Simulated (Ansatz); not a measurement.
## InH3 (model cell, started as ReO3 type): from the cell to its phonons

Wanted: phonon frequencies of InH3 (model cell, started as ReO3 type) and what follows from them.

Main program and level: Ansatz 0.2.0; DFT PBEsol, scalar-relativistic, plane waves, PAW.

The structure was built from a prototype and need not be the compound's stable phase.

### 1. The structure

It takes space group Pm-3m (No. 221, cubic). Conventional cell: a = 4.268 Å, b = 4.268 Å, c = 4.268 Å, α = 90.00°, β = 90.00°, γ = 90.00°. In has 6 H at 2.13 Å nearest. H has 2 In at 2.13 Å nearest. Farther neighbours are not listed.

### 2. Bringing the structure to rest

The cell and atoms are relaxed, since residual forces and stress would shift the frequencies.

input.yaml reads:

```yaml
crystal:
  lattice:
    - [4.268, 0.0, 0.0]
    - [0.0, 4.268, 0.0]
    - [0.0, 0.0, 4.268]
  atoms:
    - { symbol: In, position: [0.0, 0.0, 0.0] }
    - { symbol: H, position: [0.5, 0.0, 0.0] }
    - { symbol: H, position: [0.0, 0.5, 0.0] }
    - { symbol: H, position: [0.0, 0.0, 0.5] }
kpoints:
  mp_grid: { grid: [10, 10, 10] }
hamiltonian:
  xc: pbesol
scf:
  occupations: { method: gaussian, width: 0.1 }
output:
  forces: true
  stress: true
  eigenvalues: true
  write_density: true
  write_potential: true
  elf: true
  volumetric_format: npy
relax:
  adjacent_minimum: "off"
  f_tol: 0.005
  max_steps: 80
  cell: { stress_tol: 0.05 }
```

Command:

```console
$ ansatz run input.yaml --threads 4 --pin off --max-ram 7168MiB --backend cpu --events-out ev --progress --plain --runs-dir out
```

Numbers of over 12 decimals in the logs are rounded to 6 here.

The log of the run:

```text
Engine: ansatz 0.2.0, aarch64-unknown-linux-gnu
Pseudopotentials: kind: paw
Pseudopotential: In, paw, valence charge 13, recommended cutoff 420 eV (normal), In.paw.azcp
Pseudopotential: H, paw, valence charge 1, recommended cutoff 420 eV (normal), H.paw.azcp
Functional definition: PBEsol
  exchange = pbesol_x
  correlation = pbesol_c
Crystal: 4 atoms, lattice volume = 77.745 Å³
Basis set: ecut = 420 eV, 1503 PW (Γ), exchange–correlation on 60×60×60 points (8 copies of the dense FFT grid, shifted against one another)
Bands: 12, of which v1, the nominal top of the filled ones, is band 8 counted from 1 (7 counted from 0)
Symmetry: 48 space group operations
Space group: Pm-3m (ITA 221), of the structure as read, at distance tolerance 4.3e-5 Å
k-points: 56 of 1000
Non-local potential: In, projectors of the file, l = 0: 2, l = 1: 2, l = 2: 2, l = 3: 2
Non-local potential: H, projectors of the file, l = 0: 2, l = 1: 1
PAW form: soft (Blöchl's): semilocal exchange-correlation on the pseudo side does not see the compensation charge
PAW frozen core: In, regenerated for the run's functional, and the local potential with it (the file was generated under x = pbe(κ = 0.804, μ = 0.219515), c = pbe(β = 0.066725))
PAW one-centre angular grid: In, 590 points (default); XC on 64 Gauss nodes
PAW one-centre angular grid: H, 110 points (default); XC on 64 Gauss nodes
Initial density: superposition of atomic densities (neutral atoms: chi_scale 0, normalization atom), corrected by the library's trained network
Initial wavefunctions: pseudopotential atomic-orbital guess
Functional: x = pbesol(κ = 0.804, μ = 0.123457), c = pbesol(β = 0.046)
SCF iter   1: F=—  HF=-5570.320686 eV  |F-HF|=—  |Δ(HF+E_count)|=         —  Δρ=6.75e-3  dr2=2.72e-2  ethr=1.77e-3  ⟨swp⟩=6.1  Hψ=4181  notcnv=0
preconditioner: auto → LDOS  [metal: Δε(μ)=0.043 eV  Ē_g=14.820 eV  σ=0.100 eV  W_gap=0.23  n_scr=18 (ndim 8)  ℏωp=16.8 eV  f_vac=0.230  D(μ)=1.11/eV (n_scr^D=6)  β→1.0]
SCF iter   2: F=—  HF=-5570.313339 eV  |F-HF|=—  |Δ(HF+E_count)|=   7.35e-3  Δρ=2.12e-3  dr2=2.27e-3  ethr=1.70e-4  ⟨swp⟩=2.5  Hψ=1361  notcnv=0
SCF iter   3: F=—  HF=-5570.313474 eV  |F-HF|=—  |Δ(HF+E_count)|=   1.35e-4  Δρ=8.06e-4  dr2=3.11e-4  ethr=1.42e-5  ⟨swp⟩=2.2  Hψ=1044  notcnv=0
SCF iter   4: F=—  HF=-5570.313430 eV  |F-HF|=—  |Δ(HF+E_count)|=   4.42e-5  Δρ=2.61e-4  dr2=3.70e-5  ethr=1.94e-6  ⟨swp⟩=2.0  Hψ=1045  notcnv=0
SCF iter   5: F=—  HF=-5570.313425 eV  |F-HF|=—  |Δ(HF+E_count)|=   4.66e-6  Δρ=1.94e-5  dr2=1.52e-7  ethr=2.31e-7  ⟨swp⟩=2.0  Hψ=1101  notcnv=0
SCF iter   6: F=-5570.313425 eV  HF=-5570.313425 eV  |F-HF|=1.31e-9  |Δ(HF+E_count)|=   1.88e-7  Δρ=1.07e-6  dr2=4.99e-10  ethr=6.25e-10  ⟨swp⟩=9.9  Hψ=4914  notcnv=0
SCF 1 converged in 6 iterations: F = -5570.313425 eV  dr2 = 4.99e-10
  greatest PAW one-centre occupation: 0.982 electrons in one spin orbital (limit 2), on the In atom at site 0 (counted from 0), in its partial waves of l = 2
relax step   1: F+E_penalty+E_count = -5570.31342508 eV  Δ(F+E_penalty+E_count) = +0.000e0 eV  max|allowed force component| = 7.313e-31 eV/Å  Δτ_max = 0.0000 Å  P = -7.983 GPa  Ω = 77.745 Å³  (6 SCF iters, dr2 threshold 1.00e-7 eV, accepted)
Crystal: 4 atoms, lattice volume = 66.920 Å³
Basis set: ecut = 420 eV, 1357 PW (Γ), exchange–correlation on 60×60×60 points (8 copies of the dense FFT grid, shifted against one another)
Initial density: handed on by an earlier stage of this run
Initial wavefunctions: those handed on with the density
iter 1 solved again at ethr=3.26e-4 eV; its pass at ethr=3.10e-3 eV (dr2=5.21e-2 eV) is discarded
SCF iter   1: F=—  HF=-5570.808972 eV  |F-HF|=—  |Δ(HF+E_count)|=         —  Δρ=8.85e-3  dr2=5.24e-2  ethr=3.26e-4  ⟨swp⟩=1.0  Hψ=5183  notcnv=0
preconditioner: auto → LDOS  [metal: Δε(μ)=0.046 eV  Ē_g=15.194 eV  σ=0.100 eV  W_gap=0.26  n_scr=6 (ndim 8)  ℏωp=18.2 eV  f_vac=0.157  D(μ)=1.20/eV (n_scr^D=6)  β→1.0]
SCF iter   2: F=—  HF=-5570.797703 eV  |F-HF|=—  |Δ(HF+E_count)|=   1.13e-2  Δρ=3.31e-3  dr2=5.69e-3  ethr=3.26e-4  ⟨swp⟩=2.1  Hψ=1003  notcnv=0
SCF iter   3: F=—  HF=-5570.797416 eV  |F-HF|=—  |Δ(HF+E_count)|=   2.87e-4  Δρ=7.55e-4  dr2=2.02e-4  ethr=3.55e-5  ⟨swp⟩=2.3  Hψ=1110  notcnv=0
SCF iter   4: F=—  HF=-5570.797427 eV  |F-HF|=—  |Δ(HF+E_count)|=   1.15e-5  Δρ=2.87e-4  dr2=3.69e-5  ethr=1.26e-6  ⟨swp⟩=2.1  Hψ=1044  notcnv=0
SCF iter   5: F=-5570.797419 eV  HF=-5570.797419 eV  |F-HF|=1.75e-7  |Δ(HF+E_count)|=   8.52e-6  Δρ=2.39e-5  dr2=2.46e-7  ethr=2.50e-9  ⟨swp⟩=9.1  Hψ=5467  notcnv=0
SCF 2 converged in 5 iterations: F = -5570.797419 eV  dr2 = 2.46e-7
relax step   2: F+E_penalty+E_count = -5570.79741891 eV  Δ(F+E_penalty+E_count) = -4.840e-1 eV  max|allowed force component| = 8.731e-31 eV/Å  Δτ_max = 0.0000 Å  P = -5.810 GPa  Ω = 66.920 Å³  energy of the carried Pulay correction = +5.460e-3 eV  (5 SCF iters, dr2 threshold 4.00e-7 eV, accepted)
Crystal: 4 atoms, lattice volume = 57.150 Å³
Basis set: ecut = 420 eV, 1141 PW (Γ), exchange–correlation on 60×60×60 points (8 copies of the dense FFT grid, shifted against one another)
iter 1 solved again at ethr=4.70e-4 eV; its pass at ethr=3.10e-3 eV (dr2=7.52e-2 eV) is discarded
SCF iter   1: F=—  HF=-5571.047578 eV  |F-HF|=—  |Δ(HF+E_count)|=         —  Δρ=1.20e-2  dr2=7.56e-2  ethr=4.70e-4  ⟨swp⟩=1.0  Hψ=5290  notcnv=0
preconditioner: auto → LDOS  [metal: Δε(μ)=0.029 eV  Ē_g=15.719 eV  σ=0.100 eV  W_gap=0.16  n_scr=6 (ndim 8)  ℏωp=19.6 eV  f_vac=0.116  D(μ)=0.96/eV (n_scr^D=6)  β→1.0]
SCF iter   2: F=—  HF=-5571.029450 eV  |F-HF|=—  |Δ(HF+E_count)|=   1.81e-2  Δρ=3.76e-3  dr2=5.61e-3  ethr=4.70e-4  ⟨swp⟩=2.0  Hψ=1020  notcnv=0
SCF iter   3: F=—  HF=-5571.029140 eV  |F-HF|=—  |Δ(HF+E_count)|=   3.10e-4  Δρ=8.23e-4  dr2=1.99e-4  ethr=3.50e-5  ⟨swp⟩=2.9  Hψ=1296  notcnv=0
SCF iter   4: F=—  HF=-5571.029138 eV  |F-HF|=—  |Δ(HF+E_count)|=   2.85e-6  Δρ=3.32e-4  dr2=4.51e-5  ethr=1.24e-6  ⟨swp⟩=2.0  Hψ=1052  notcnv=0
SCF iter   5: F=—  HF=-5571.029126 eV  |F-HF|=—  |Δ(HF+E_count)|=   1.18e-5  Δρ=9.28e-5  dr2=3.37e-6  ethr=2.82e-7  ⟨swp⟩=2.6  Hψ=1173  notcnv=0
SCF iter   6: F=-5571.029125 eV  HF=-5571.029125 eV  |F-HF|=7.47e-8  |Δ(HF+E_count)|=   5.37e-7  Δρ=1.48e-5  dr2=9.10e-8  ethr=2.50e-9  ⟨swp⟩=10.9  Hψ=5767  notcnv=0
SCF 3 converged in 6 iterations: F = -5571.029125 eV  dr2 = 9.10e-8
  Residual-converged pass: ⟨swp⟩=1.1  Hψ=901  notcnv=0  max |occ|·‖R‖ = 7.0e-9 eV (tolerance 1.0e-8 eV)  dr2=9.10e-8  dr2_onsite=2.13e-8  max |Δocc| = 5.6e-10
  greatest PAW one-centre occupation: 0.981 electrons in one spin orbital (limit 2), on the In atom at site 0 (counted from 0), in its partial waves of l = 2
relax step   3: F+E_penalty+E_count = -5571.02912514 eV  Δ(F+E_penalty+E_count) = -2.317e-1 eV  max|allowed force component| = 4.242e-31 eV/Å  Δτ_max = 0.0000 Å  P = -0.923 GPa  Ω = 57.150 Å³  energy of the carried Pulay correction = +1.114e-2 eV  (6 SCF iters, dr2 threshold 4.00e-7 eV, accepted)
[...]
relax step   4: F+E_penalty+E_count = -5571.03323346 eV  Δ(F+E_penalty+E_count) = -4.108e-3 eV  max|allowed force component| = 3.754e-31 eV/Å  Δτ_max = 0.0000 Å  P = +0.293 GPa  Ω = 55.618 Å³  energy of the carried Pulay correction = +1.211e-2 eV  (5 SCF iters, dr2 threshold 4.00e-7 eV, accepted)
[...]
relax step   5: F+E_penalty+E_count = -5571.03333499 eV  Δ(F+E_penalty+E_count) = -1.015e-4 eV  max|allowed force component| = 1.525e-31 eV/Å  Δτ_max = 0.0000 Å  P = +0.008 GPa  Ω = 55.959 Å³  energy of the carried Pulay correction = +1.189e-2 eV  (4 SCF iters, dr2 threshold 2.14e-7 eV, accepted)
[...]
relax step   6: F+E_penalty+E_count = -5571.02687306 eV  Δ(F+E_penalty+E_count) = +6.462e-3 eV  max|allowed force component| = 2.178e-31 eV/Å  Δτ_max = 0.0000 Å  P = -0.081 GPa  Ω = 55.959 Å³  stress off target by 8.14e-2 GPa  SCF on the basis re-selected at this cell (its energy is not comparable with the rows above)  (6 SCF iters)
[...]
relax step   7: F+E_penalty+E_count = -5571.02696980 eV  Δ(F+E_penalty+E_count) = -9.674e-5 eV  max|allowed force component| = 4.453e-31 eV/Å  Δτ_max = 0.0000 Å  P = -0.000 GPa  Ω = 55.861 Å³  energy of the carried Pulay correction = +7.174e-5 eV  (4 SCF iters, dr2 threshold 1.66e-8 eV, accepted)
iter 1 solved again at ethr=7.24e-7 eV; its pass at ethr=3.10e-3 eV (dr2=1.16e-4 eV) is discarded
SCF iter   1: F=—  HF=-5571.026877 eV  |F-HF|=—  |Δ(HF+E_count)|=         —  Δρ=6.95e-6  dr2=7.44e-9  ethr=7.24e-7  ⟨swp⟩=2.2  Hψ=5617  notcnv=0
eigensolver tolerance schedule: the retry pair's looser diagonalisation over-reported the residual by 15553.47 of it (diagonalisation noise at an unbounded share of the residual, at the tolerance the schedule requests for it); recorded, not acted on — ethr = c·dr2/N_el stays at c = 1.0e-1
preconditioner: auto → LDOS  [metal: Δε(μ)=0.079 eV  Ē_g=15.885 eV  σ=0.100 eV  W_gap=0.41  n_scr=6 (ndim 8)  ℏωp=19.9 eV  f_vac=0.154  D(μ)=1.06/eV (n_scr^D=6)  β→1.0]
SCF iter   2: F=—  HF=-5571.026878 eV  |F-HF|=—  |Δ(HF+E_count)|=   1.04e-6  Δρ=3.25e-6  dr2=3.43e-9  ethr=4.65e-11  ⟨swp⟩=3.6  Hψ=1532  notcnv=0
SCF iter   3: F=—  HF=-5571.026878 eV  |F-HF|=—  |Δ(HF+E_count)|=   1.73e-9  Δρ=7.15e-7  dr2=1.22e-10  ethr=2.14e-11  ⟨swp⟩=2.1  Hψ=1005  notcnv=0
SCF iter   4: F=-5571.026878 eV  HF=-5571.026878 eV  |F-HF|=1.27e-11  |Δ(HF+E_count)|=  1.76e-10  Δρ=1.90e-7  dr2=1.30e-11  ethr=1.00e-12  ⟨swp⟩=6.7  Hψ=3196  notcnv=0
SCF 8 converged in 4 iterations: F = -5571.026878 eV  dr2 = 1.30e-11
relax step   8: F+E_penalty+E_count = -5571.02687797 eV  Δ(F+E_penalty+E_count) = +9.183e-5 eV  max|allowed force component| = 8.217e-31 eV/Å  Δτ_max = 0.0000 Å  P = -0.001 GPa  Ω = 55.861 Å³  stress off target by 7.41e-4 GPa  SCF on the basis re-selected at this cell (its energy is not comparable with the rows above)  (4 SCF iters)
basis re-selected at this cell: Δ(F+E_penalty+E_count) = +9.183e-5 eV, ΔP = -0.001 GPa vs the last step (what re-selecting the basis moved, of the pressure what is left beyond the Pulay correction that the steps carried, after the strain that the cell walked since its last selection, with what the two solves' SCF thresholds leave and, on support functions, any second-order correction that the steps lacked; it is no m [...]
SCF converged after 4 iterations
Free energy (F): -5571.026878 eV
Harris-Foulkes:  -5571.026878 eV  (|F-HF|=1.27e-11)
Internal energy: -5571.021584 eV  (E = F + TS)
E sigma→0 (E₀):  -5571.024231 eV
Entropy (-TS):   -0.005294 eV (-1.324 meV/atom)
Fermi energy:    2.774394 eV
--- Per-component energies (eV) ---
  E_band       = -119.798080
  E_kinetic    = 282.437502
  E_local      = -1587.280736  (includes V_loc(G=0)·N_el)
  E_nonlocal   = 373.012410
  E_hartree    = 625.527676
  E_xc         = -238.440696
  E_vxc        = -132.495326  (∫ρ·V_xc dr)
  E_paw        = -4086.685491  (= ΣΔE_a)
  E_vpaw       = -306.523934  (= ΣTr[D̂ρ^β])
  E_aug_tail   = -0.003500  (compensation charges beyond the density's cutoff)
  E_ewald      = -939.824652
  E_core_change = 0.235902  (= ΣΔE_core)
  E_smearing   = -0.005294  (= −TS)
  E_closure    = -0.000000  (closes the sum)
  Σ components = -5571.026878   (vs F -5571.026878, Δ=0.00e0)
--- Forces (eV/Å), atoms counted from 1 ---
  atom   1  In     0.00000000    -0.00000000     0.00000000
  atom   2  H      0.00000000    -0.00000000    -0.00000000
  atom   3  H     -0.00000000    -0.00000000    -0.00000000
  atom   4  H      0.00000000    -0.00000000     0.00000000
  max |Σ_I F_I| component: 1.10e-30 eV/Å
--- Stress (GPa, compression-positive) ---
       -0.000741      -0.000000       0.000000
       -0.000000      -0.000741       0.000000
        0.000000       0.000000      -0.000741
  P = ⅓ Tr σ = -0.0007 GPa (-0.007 kbar)
--- Band table (eV; the first three rows and the last of 56) ---
  k-point 0: bands = [... 4 lower, -11.0801, -5.9819, 3.0275, 3.0275, 6.6593, 6.6593, 6.6593, 10.1417]
  k-point 1: bands = [... 4 lower, -11.0799, -5.8967, 2.3817, 3.0491, 6.7431, 6.7431, 7.0230, 10.6003]
  k-point 2: bands = [... 4 lower, -11.0793, -5.6426, 1.0839, 3.1083, 6.9792, 6.9792, 7.5953, 11.7533]
  k-point 55: bands = [... 4 lower, -11.1509, -0.9590, -0.9590, -0.9590, 0.5630, 8.3130, 8.3130, 8.3130]
--- Relaxed structure (6 steps of the walk, 6 accepted, 2 SCFs on fresh bases) ---
  F+E_penalty+E_count = -5571.02687797 eV   max|allowed force component| = 8.217e-31 eV/Å   (the final SCF, on the basis selected at the relaxed cell)
  cell:  # Å, volume = 55.8609 Å³
    - [3.822693, 0, 0.0]
    - [0, 3.822693, 0]
    - [0, 0, 3.822693]
  atoms:
    - { symbol: In, position: [0, 0, 0] }
    - { symbol: H, position: [0.5, 0, 0] }
    - { symbol: H, position: [0, 0.5, 0] }
    - { symbol: H, position: [0, 0, 0.5] }
```

Wall time 7.5 s (4 threads of Arm Neoverse V1, shared host); peak memory 0.4 GiB; 27 s of CPU time.

Step by step:

```
step  energy less that of the first step (eV)  largest force component (eV/Å)  pressure (GPa)  volume (Å³)
   1                                   0.0000                          0.0000           -7.98        77.75
   2                                  -0.4840                          0.0000           -5.81        66.92
   3                                  -0.7157                          0.0000           -0.92        57.15
   4                                  -0.7198                          0.0000            0.29        55.62
   5                                  -0.7199                          0.0000            0.01        55.96
  6*                                  -0.7134                          0.0000           -0.08        55.96
   7                                  -0.7135                          0.0000            0.00        55.86
  8*                                  -0.7135                          0.0000            0.00        55.86
```

Relaxation steps marked * repeat the geometry before them on a plane-wave basis chosen anew for their cell, so energy and pressure can jump there.

The run keeps the 48 symmetry operations that it works with, so distortions that break them were not tested.

```
conventional cell, symmetrised  before  after   change
                         a (Å)   4.268  3.823  -10.4 %
                         b (Å)   4.268  3.823  -10.4 %
                         c (Å)   4.268  3.823  -10.4 %
              volume (Å³/atom)   19.44  13.97  -28.1 %
```

This step gave:

```yaml
pressure: -7.41e-4 GPa
volume_per_atom: 13.97 Å³
gap_on_the_k_mesh: 0 eV
```

Electrostatic potential energy in the ac plane at fractional y = 0.000, with atoms of In and H within 0.2 Å of it. With pseudopotentials it is smooth inside the atoms' cores, unlike the true potential.

Values in eV, 14 rows by 14 columns, each cell a mean:
```
-40 -40 -33 -17  -3  -2 -18 -29 -12  -1  -6 -23 -37 -41
-38 -36 -26 -10   0   2   0  -2   1   2  -2 -15 -30 -37
-25 -21 -11  -2   3   5   5   5   5   4   2  -4 -15 -23
 -7  -5  -1   3   5   6   7   7   7   6   4   2  -2  -6
 -2   0   3   5   6   7   7   7   7   7   6   4   2  -1
-22  -8   3   6   7   7   7   7   7   7   7   5   1 -12
-40 -21   2   6   7   7   7   7   7   7   7   5  -2 -29
-30 -12   3   6   7   7   7   7   7   7   7   5   0 -18
 -5   0   3   5   6   7   7   7   7   7   6   5   2  -2
 -4  -3   1   3   5   6   7   7   7   6   5   3   0  -3
-20 -16  -7   0   3   5   6   6   6   5   3  -2 -10 -17
-35 -32 -21  -7   1   3   3   2   3   3  -1 -11 -26 -33
-41 -40 -32 -16  -3   0 -12 -21  -8   0  -5 -21 -36 -40
-40 -41 -35 -20  -4  -5 -30 -40 -22  -2  -7 -25 -38 -40
```
Columns run along a (3.8 Å; values clipped at the 3rd and 97th percentile), rows up along c (3.8 Å). Atoms in or near the plane, at fractional coordinates: In at (0.00, 0.00), H at (0.50, 0.00), H at (0.00, 0.50).

Valence density in the ac plane at fractional y = 0.000, with atoms of In and H within 0.2 Å of it. It is the smooth field of the valence electrons, not physical close to the nuclei.

Ten steps, logarithmic in the rise over the least value, from '0' (0 e/Å³) to '9' (12 e/Å³), each cell a mean:
```
98643344433579
87532233222467
55321111111245
33211000011123
33210000001123
43210000000124
54210000000134
44210000000134
33210000000123
33211000001123
44321111111234
76532222222356
98643344333578
99743345433589
```
Columns run along a (3.8 Å), rows up along c (3.8 Å). Atoms in or near the plane, at fractional coordinates: In at (0.00, 0.00), H at (0.50, 0.00), H at (0.00, 0.50).

ELF in the ac plane at fractional y = 0.000, with atoms of In and H within 0.2 Å of it. It is the smooth field of the valence electrons, not physical close to the nuclei.

Values in units of 1e-1, 14 rows by 14 columns, each cell a mean:
```
 0.1  0.3  1.6  2.4  3.3  8.1  9.8 10.0  9.8  6.5  2.7  2.3  1.1  0.2
 0.7  1.3  2.3  2.3  3.1  7.3  9.5  9.9  9.3  5.8  2.6  2.4  2.0  1.1
 2.2  2.4  2.3  2.0  2.6  5.2  7.9  8.7  7.4  4.2  2.3  2.1  2.4  2.3
 2.8  2.7  2.5  2.2  2.0  2.5  4.1  5.0  3.6  2.1  2.0  2.3  2.6  2.7
 6.7  6.4  5.4  3.6  1.7  1.0  1.0  1.2  1.0  1.1  2.1  4.2  5.8  6.5
 9.9  9.7  8.9  6.5  2.6  0.6  0.2  0.2  0.3  1.0  3.6  7.4  9.3  9.8
10.0 10.0  9.7  8.0  3.6  0.6  0.1  0.1  0.2  1.2  5.0  8.7  9.9 10.0
 9.9  9.8  9.2  7.0  2.9  0.6  0.2  0.1  0.2  1.0  4.1  7.9  9.5  9.8
 8.3  8.0  6.8  4.4  1.9  0.7  0.6  0.6  0.6  1.0  2.5  5.2  7.3  8.1
 3.4  3.3  3.0  2.4  1.8  1.9  2.9  3.6  2.6  1.7  2.0  2.6  3.1  3.3
 2.3  2.4  2.2  2.0  2.4  4.4  7.0  8.0  6.5  3.6  2.2  2.0  2.3  2.4
 1.3  1.7  2.4  2.2  3.0  6.8  9.2  9.7  8.9  5.4  2.5  2.3  2.3  1.6
 0.1  0.4  1.7  2.4  3.3  8.0  9.8 10.0  9.7  6.4  2.7  2.4  1.3  0.3
 0.0  0.1  1.3  2.3  3.4  8.3  9.9 10.0  9.9  6.7  2.8  2.2  0.7  0.1
```
Columns run along a (3.8 Å), rows up along c (3.8 Å). Atoms in or near the plane, at fractional coordinates: In at (0.00, 0.00), H at (0.50, 0.00), H at (0.00, 0.50).

In this step the volume went from 19.44 to 13.97 Å³/atom.

### 3. Bringing the structure to rest

The relaxation is repeated from its end on the same settings, as a check that it has come to rest.

input.yaml, the sections that differ from step 2:

```yaml
crystal:
  lattice:
    - [3.8226931498, 0.0, 0.0]
    - [0.0, 3.8226931498, 0.0]
    - [0.0, 0.0, 3.8226931498]
  atoms:
    - { symbol: In, position: [0.0, 0.0, 0.0] }
    - { symbol: H, position: [0.5, 0.0, 0.0] }
    - { symbol: H, position: [0.0, 0.5, 0.0] }
    - { symbol: H, position: [0.0, 0.0, 0.5] }
output:
  forces: true
  stress: true
  eigenvalues: true
# kpoints, hamiltonian, scf, relax: as in step 2
```

The log of the run:

```text
[...]
Crystal: 4 atoms, lattice volume = 55.861 Å³
Basis set: ecut = 420 eV, 1045 PW (Γ), exchange–correlation on 54×54×54 points (8 copies of the dense FFT grid, shifted against one another)
Bands: 12, of which v1, the nominal top of the filled ones, is band 8 counted from 1 (7 counted from 0)
Symmetry: 48 space group operations
[...]
k-points: 56 of 1000
[...]
--- Relaxed structure (1 steps of the walk, 1 accepted, 1 SCFs on fresh bases) ---
[...]
cell:  # Å, volume = 55.8609 Å³
    - [3.8226931498, 0.0, 0.0]
    - [0.0, 3.8226931498, 0.0]
    - [0.0, 0.0, 3.8226931498]
  atoms:
    - { symbol: In, position: [0.0, 0.0, 0.0] }
    - { symbol: H, position: [0.500000, 0.0, 0.0] }
    - { symbol: H, position: [0.0, 0.500000, 0.0] }
    - { symbol: H, position: [0.0, 0.0, 0.500000] }
[key lines of the parts left out:]
SCF converged after 4 iterations
Free energy (F): -5571.026878 eV
Fermi energy:    2.774390 eV
P = ⅓ Tr σ = -0.0007 GPa (-0.007 kbar)
```

Wall time 2.1 s (4 threads); peak memory 0.36 GiB; 5.9 s of CPU time.

Little changed from the start: no atom moved by 0.005 Å and no cell edge by 0.1 %.

This step gave:

* pressure: -7.44e-4 GPa

In this step the volume went from 13.97 to 13.97 Å³/atom.

[end of part 1 of 3]

[Logs are printed without paths, hosts, clocks, repeated set-up lines and the standing remarks that a program may print on its own settings, such as how far it seeks lower states.]

[Hosts, paths, dates, database ids (printed as entryN), source tags and the programs' standing remarks are cut or masked in the printed files.]
